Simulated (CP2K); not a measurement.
Two runs for the C K edge of nitrosoethylene. Run A: CP2K XAS_TDP, all-electron GAPW, PBEh(45%), aug-cc-pVDZ, TDA, no relativity. Run B differs in one setting.

First lines with a strength over 0.0015. A:

```
                     atom  energy (eV)  states  strength, one atom
 C1 (bonded to C and 2 H)       279.92       1              0.0497
                                284.37       1              0.0075
                                284.92       1              0.0101
                                285.53       1              0.0154
                                286.30       1              0.0051
C2 (bonded to C, N and H)       280.86       1              0.0218
                                283.01       1              0.0353
                                285.16       1              0.0162
                                286.12       1              0.0032
                                286.72       1              0.0024
```

B:

```
                     atom  energy (eV)  states  strength, one atom
 C1 (bonded to C and 2 H)       282.06       1              0.0533
                                286.78       1              0.0065
                                287.01       1              0.0121
                                287.60       1              0.0187
                                288.45       1              0.0049
C2 (bonded to C, N and H)       283.35       1              0.0271
                                285.31       1              0.0347
                                287.29       1              0.0179
                                288.32       1              0.0032
                                288.90       1              0.0043
```

Q: Which was it: the functional, GW2X switched on, scalar relativity switched on, the basis?

The functional (functional from PBEh(45%) to BHandHLYP; the lines alone don't name the new value). A functional moves all lines by electronvolts and changes their spacings and strengths. Against PBEh(45%) in aug-cc-pVDZ, the leading lines move by +2.14 eV (C1, to 282.06) and +2.49 eV (C2, to 283.35); the strength of C1's goes from 0.0497 to 0.0533. The next line of C1 over the strength cut lies 4.72 eV higher, against 4.45.

[Banner, clock and machine lines of the logs are left out without a mark of their own.]

[Logs are printed without paths, hosts, clocks, repeated set-up lines and the standing remarks that a program may print on its own settings, such as how far it seeks lower states.]

[Hosts, paths, dates, database ids (printed as entryN), source tags and the programs' standing remarks are cut or masked in the printed files.]
